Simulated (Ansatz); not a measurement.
# Ab initio dynamics of molten SrBr2 (117 atoms), part 2 of 5

Wanted: pair distributions and atomic motion in SrBr2 (117 atoms) at high temperature.

Ansatz 0.2.0; Kohn-Sham DFT, PBE+D3(BJ), PAW (set soft_2), plane waves.

The cell: 39 Sr and 78 Br. Sampling is at Γ alone, for a cell whose shortest periodic width is 16 Å.

So far. Step 3 (Melting at 1420 K): Over the second half of 900 fs the temperature averages 1469 K with swings of 103 K r.m.s. From first frame to last Sr has the largest mean square displacement, 2.4 Å² at the end; the farthest move is 3.55 Å. By the end of the lags followed (0.45 ps), the least mobile element has a mean square displacement of 1.2 Å², too little over such short lags to show that the memory of the start is lost. The run spans 0.90 ps, too short for its means to be equilibrium values.

## Step 4: Brought to 950 K

A Langevin thermostat brings the cell to the temperature of interest.

Input file input.yaml:

```yaml
crystal:
  lattice:
    - [16.3262, 0.0, 0.0]
    - [0.0, 16.3262, 0.0]
    - [0.0, 0.0, 16.3262]
  atoms:
    - { symbol: Sr, position: [0.95388, 0.06691, 0.64596] }
    - { symbol: Sr, position: [0.28867, 0.67431, 0.98512] }
    - { symbol: Sr, position: [0.06872, 0.81409, 0.77955] }
    - { symbol: Sr, position: [0.83045, 0.26264, 0.08412] }
    - { symbol: Sr, position: [0.97901, 0.66348, 0.12852] }
    - { symbol: Sr, position: [0.74451, 0.22804, 0.6742] }
    - { symbol: Sr, position: [0.5975, 0.65705, 0.5971] }
    - { symbol: Sr, position: [0.55977, 0.96263, 0.62044] }
    - { symbol: Sr, position: [0.35148, 0.04186, 0.34711] }
    - { symbol: Sr, position: [0.20349, 0.27003, 0.48585] }
    - { symbol: Sr, position: [0.72124, 0.79011, 0.84452] }
    - { symbol: Sr, position: [0.82116, 0.14173, 0.35519] }
    - { symbol: Sr, position: [0.51282, 0.1887, 0.55329] }
    - { symbol: Sr, position: [0.08911, 0.35107, 0.08657] }
    - { symbol: Sr, position: [0.26073, 0.51534, 0.20519] }
    - { symbol: Sr, position: [0.87261, 0.6606, 0.66976] }
    - { symbol: Sr, position: [0.54838, 0.25335, 0.18508] }
    - { symbol: Sr, position: [0.86345, 0.0638, 0.94271] }
    - { symbol: Sr, position: [0.96269, 0.34464, 0.63243] }
    - { symbol: Sr, position: [0.73953, 0.92987, 0.10118] }
    - { symbol: Sr, position: [0.15803, 0.88469, 0.0472] }
    - { symbol: Sr, position: [0.11339, 0.09142, 0.22925] }
    - { symbol: Sr, position: [0.17099, 0.51938, 0.63637] }
    - { symbol: Sr, position: [0.74906, 0.78123, 0.3634] }
    - { symbol: Sr, position: [0.96039, 0.43012, 0.31894] }
    - { symbol: Sr, position: [0.51722, 0.05878, 0.02197] }
    - { symbol: Sr, position: [0.99098, 0.70398, 0.37048] }
    - { symbol: Sr, position: [0.31821, 0.72766, 0.43942] }
    - { symbol: Sr, position: [0.44785, 0.83377, 0.16653] }
    - { symbol: Sr, position: [0.36492, 0.7222, 0.74217] }
    - { symbol: Sr, position: [0.84097, 0.40727, 0.88299] }
    - { symbol: Sr, position: [0.42492, 0.26046, 0.86701] }
    - { symbol: Sr, position: [0.68523, 0.60161, 0.12474] }
    - { symbol: Sr, position: [0.12548, 0.95133, 0.43939] }
    - { symbol: Sr, position: [0.12824, 0.17632, 0.93549] }
    - { symbol: Sr, position: [0.67201, 0.45749, 0.37889] }
    - { symbol: Sr, position: [0.51255, 0.54257, 0.96399] }
    - { symbol: Sr, position: [0.2595, 0.07196, 0.70607] }
    - { symbol: Sr, position: [0.43861, 0.44116, 0.4226] }
    - { symbol: Br, position: [0.82321, 0.08001, 0.15485] }
    - { symbol: Br, position: [0.61653, 0.61925, 0.29099] }
    - { symbol: Br, position: [0.82691, 0.36806, 0.39705] }
    - { symbol: Br, position: [0.31905, 0.19011, 0.57827] }
    - { symbol: Br, position: [0.13945, 0.36812, 0.70135] }
    - { symbol: Br, position: [0.01745, 0.77375, 0.99578] }
    - { symbol: Br, position: [0.47672, 0.64822, 0.10982] }
    - { symbol: Br, position: [0.25483, 0.67524, 0.61818] }
    - { symbol: Br, position: [0.94141, 0.25787, 0.95317] }
    - { symbol: Br, position: [0.45761, 0.29218, 0.0499] }
    - { symbol: Br, position: [0.10555, 0.14205, 0.60867] }
    - { symbol: Br, position: [0.53563, 0.71757, 0.75144] }
    - { symbol: Br, position: [0.77707, 0.4074, 0.6854] }
    - { symbol: Br, position: [0.57613, 0.46399, 0.54211] }
    - { symbol: Br, position: [0.74593, 0.2178, 0.8653] }
    - { symbol: Br, position: [0.10056, 0.9986, 0.85293] }
    - { symbol: Br, position: [0.25951, 0.47806, 0.47542] }
    - { symbol: Br, position: [0.15879, 0.36578, 0.2603] }
    - { symbol: Br, position: [0.044, 0.05821, 0.03958] }
    - { symbol: Br, position: [0.79102, 0.60982, 0.49289] }
    - { symbol: Br, position: [0.96297, 0.47368, 0.77522] }
    - { symbol: Br, position: [0.24275, 0.24158, 0.80527] }
    - { symbol: Br, position: [0.33466, 0.84467, 0.02516] }
    - { symbol: Br, position: [0.25486, 0.69817, 0.17029] }
    - { symbol: Br, position: [0.73277, 0.27403, 0.26025] }
    - { symbol: Br, position: [0.48197, 0.05374, 0.20938] }
    - { symbol: Br, position: [0.64955, 0.03522, 0.92261] }
    - { symbol: Br, position: [0.96221, 0.20827, 0.75788] }
    - { symbol: Br, position: [0.64523, 0.87419, 0.22449] }
    - { symbol: Br, position: [0.09859, 0.58643, 0.2735] }
    - { symbol: Br, position: [0.33337, 0.27799, 0.35407] }
    - { symbol: Br, position: [0.61669, 0.90344, 0.75887] }
    - { symbol: Br, position: [0.10857, 0.54268, 0.0469] }
    - { symbol: Br, position: [0.38562, 0.60186, 0.8451] }
    - { symbol: Br, position: [0.9179, 0.81561, 0.49313] }
    - { symbol: Br, position: [0.56604, 0.43153, 0.85446] }
    - { symbol: Br, position: [0.10166, 0.35058, 0.91737] }
    - { symbol: Br, position: [0.52992, 0.87683, 0.98631] }
    - { symbol: Br, position: [0.714, 0.64166, 0.74745] }
    [... 33 atom lines left out ...]
    - { symbol: Br, position: [0.05442, 0.65411, 0.67738] }
    - { symbol: Br, position: [0.6541, 0.40747, 0.10271] }
    - { symbol: Br, position: [0.16526, 0.76892, 0.39308] }
    - { symbol: Br, position: [0.41425, 0.83679, 0.57396] }
    - { symbol: Br, position: [0.99294, 0.56783, 0.46112] }
    - { symbol: Br, position: [0.62742, 0.8214, 0.47835] }
kpoints:
  mp_grid: { grid: [1, 1, 1] }
hamiltonian:
  xc: pbe
  dispersion: d3bj
scf:
  occupations: { method: fermi_dirac, width: 0.082 }
output:
  forces: true
md:
  timestep: 3
  n_steps: 310
  ensemble: nvt_langevin
  temperature: 950
  initial_velocities: maxwell_boltzmann
  seed: 7992
```

Started as:

```
> ansatz run input.yaml --threads 32 --pin off --max-ram 143360MiB --backend cuda --events-out ev --progress --plain --runs-dir out
```

Numbers of over 12 decimals in the logs are rounded to 6 here.

The log of the run:

```text
[...]
Crystal: 117 atoms, lattice volume = 4351.664 Å³
Basis set: ecut = 420 eV, 84967 PW (Γ), exchange–correlation on 240×240×240 points (8 copies of the dense FFT grid, shifted against one another)
Bands: 585, of which v1, the nominal top of the filled ones, is band 468 counted from 1 (467 counted from 0)
Symmetry: 1 space group operations
k-points: 1
[...]
SCF iter   1: F=—  HF=-355555.269679 eV  |F-HF|=—  |Δ(HF+E_count)|=         —  Δρ=9.76e-4  dr2=1.52e-1  ethr=1.77e-3  ⟨swp⟩=11.0  Hψ=3933  notcnv=0  defer=16
[...]
SCF iter   2: F=—  HF=-355555.256723 eV  |F-HF|=—  |Δ(HF+E_count)|=   1.30e-2  Δρ=5.01e-4  dr2=3.37e-2  ethr=1.62e-5  ⟨swp⟩=2.0  Hψ=907  notcnv=0  defer=17
[...]
SCF iter   8: F=-355555.248944 eV  HF=-355555.248944 eV  |F-HF|=1.05e-8  |Δ(HF+E_count)|=   1.09e-7  Δρ=3.68e-7  dr2=1.29e-8  ethr=1.07e-11  ⟨swp⟩=4.0  Hψ=1759  notcnv=0
SCF 1 converged in 8 iterations: F = -355555.248944 eV  dr2 = 1.29e-8
[...]
md step     0: t =     0.00 fs  T =   941.9 K  F+E_penalty+E_count = -355555.24894439 eV  E_kin = 14.244452 eV  (8 SCF iters)
[... from here on, the SCF cycles and remarks between the steps are left out ...]
md step     1: t =     3.00 fs  T =   951.3 K  F+E_penalty+E_count = -355555.30360193 eV  E_kin = 14.386522 eV  (7 SCF iters)
md step    24: t =    72.00 fs  T =   973.0 K  F+E_penalty+E_count = -355558.54952818 eV  E_kin = 14.715160 eV  (5 SCF iters)
md step    48: t =   144.00 fs  T =  1029.7 K  F+E_penalty+E_count = -355559.75652043 eV  E_kin = 15.572314 eV  (5 SCF iters)
md step    72: t =   216.00 fs  T =  1011.6 K  F+E_penalty+E_count = -355561.59026583 eV  E_kin = 15.299247 eV  (5 SCF iters)
md step    96: t =   288.00 fs  T =  1097.5 K  F+E_penalty+E_count = -355562.23073114 eV  E_kin = 16.598384 eV  (5 SCF iters)
md step   120: t =   360.00 fs  T =   949.7 K  F+E_penalty+E_count = -355562.12599090 eV  E_kin = 14.362812 eV  (7 SCF iters)
md step   144: t =   432.00 fs  T =  1001.9 K  F+E_penalty+E_count = -355562.65982998 eV  E_kin = 15.152778 eV  (5 SCF iters)
md step   168: t =   504.00 fs  T =  1000.5 K  F+E_penalty+E_count = -355562.75501040 eV  E_kin = 15.131432 eV  (5 SCF iters)
md step   192: t =   576.00 fs  T =   912.1 K  F+E_penalty+E_count = -355562.94562423 eV  E_kin = 13.794531 eV  (5 SCF iters)
md step   216: t =   648.00 fs  T =   987.9 K  F+E_penalty+E_count = -355564.92400826 eV  E_kin = 14.939896 eV  (5 SCF iters)
md step   240: t =   720.00 fs  T =   869.5 K  F+E_penalty+E_count = -355564.05209154 eV  E_kin = 13.150362 eV  (7 SCF iters)
md step   264: t =   792.00 fs  T =   829.3 K  F+E_penalty+E_count = -355564.99109636 eV  E_kin = 12.541774 eV  (5 SCF iters)
md step   288: t =   864.00 fs  T =   962.8 K  F+E_penalty+E_count = -355564.89062027 eV  E_kin = 14.561484 eV  (5 SCF iters)
md step   300: t =   900.00 fs  T =   969.2 K  F+E_penalty+E_count = -355563.13966930 eV  E_kin = 14.657098 eV  (6 SCF iters)
md step   304: t =   912.00 fs  T =   965.9 K  F+E_penalty+E_count = -355563.15632333 eV  E_kin = 14.607527 eV  (5 SCF iters)
md step   308: t =   924.00 fs  T =  1010.8 K  F+E_penalty+E_count = -355563.74101724 eV  E_kin = 15.287449 eV  (5 SCF iters)
md step   309: t =   927.00 fs  T =  1030.9 K  F+E_penalty+E_count = -355563.90136698 eV  E_kin = 15.591346 eV  (5 SCF iters)
md step   310: t =   930.00 fs  T =  1009.1 K  F+E_penalty+E_count = -355564.02618363 eV  E_kin = 15.261383 eV  (6 SCF iters)
SCF converged after 6 iterations
Free energy (F): -355564.026184 eV
[...]
Internal energy: -355564.026183 eV  (E = F + TS)
E sigma→0 (E₀):  -355564.026183 eV
Entropy (-TS):   -0.000000 eV (-0.000 meV/atom)
Fermi energy:    4.435295 eV
[...]
--- Forces (eV/Å), atoms counted from 1 ---
[... 117 lines of forces left out ...]
  max |Σ_I F_I| component: 9.26e-5 eV/Å
--- MD trajectory: 310 steps, t = 0.0 → 930.0 fs ---
[...]
```

Run time: 2.9 min. Hardware: 1 × NVIDIA GB200 with 32 threads of Arm Neoverse V2, shared host; peak memory 1.7 GiB.

That memory is the host's.

Rows from the run:

| time (fs) | T (K) | potential (meV/atom) |
| --- | --- | --- |
| 0.0 | 942 | 0.0 |
| 60.0 | 1014 | -27.4 |
| 132.0 | 1009 | -35.5 |
| 186.0 | 1012 | -49.0 |
| 240.0 | 963 | -51.1 |
| 312.0 | 1014 | -64.3 |
| 372.0 | 884 | -57.2 |
| 432.0 | 1002 | -63.3 |
| 504.0 | 1001 | -64.2 |
| 558.0 | 851 | -62.1 |
| 612.0 | 855 | -70.7 |
| 684.0 | 1005 | -80.5 |
| 744.0 | 875 | -81.7 |
| 804.0 | 787 | -79.6 |
| 876.0 | 925 | -78.5 |
| 930.0 | 1009 | -75.0 |

Mean square displacement from the first frame to the last: Sr 1.1 Å², Br 1.3 Å².

Mean square displacement against time lag:

| time lag (fs) | Br (Å²) | Sr (Å²) |
| --- | --- | --- |
| 3 | 2.6e-4 | 2.5e-4 |
| 21 | 0.0120 | 0.0112 |
| 39 | 0.0381 | 0.0355 |
| 60 | 0.0809 | 0.0740 |
| 99 | 0.175 | 0.153 |
| 117 | 0.219 | 0.187 |
| 135 | 0.260 | 0.217 |
| 156 | 0.306 | 0.248 |
| 174 | 0.342 | 0.271 |
| 195 | 0.381 | 0.297 |
| 213 | 0.413 | 0.318 |
| 252 | 0.480 | 0.364 |
| 270 | 0.510 | 0.386 |
| 291 | 0.544 | 0.413 |
| 309 | 0.572 | 0.435 |
| 330 | 0.604 | 0.462 |
| 348 | 0.630 | 0.484 |
| 366 | 0.656 | 0.506 |
| 405 | 0.712 | 0.555 |
| 426 | 0.744 | 0.582 |
| 444 | 0.772 | 0.606 |
| 465 | 0.807 | 0.635 |

Over the second half of 930 fs the temperature averages 923 K with swings of 70 K r.m.s. From first frame to last Br has the largest mean square displacement, 1.3 Å² at the end; the farthest move is 2.53 Å. The run spans 0.93 ps, too short for its means to be equilibrium values.

(Part 2 of 5 ends here.)

[Logs are printed without paths, hosts, clocks, repeated set-up lines and the standing remarks that a program may print on its own settings, such as how far it seeks lower states.]

[Hosts, paths, dates, database ids (printed as entryN), source tags and the programs' standing remarks are cut or masked in the printed files.]
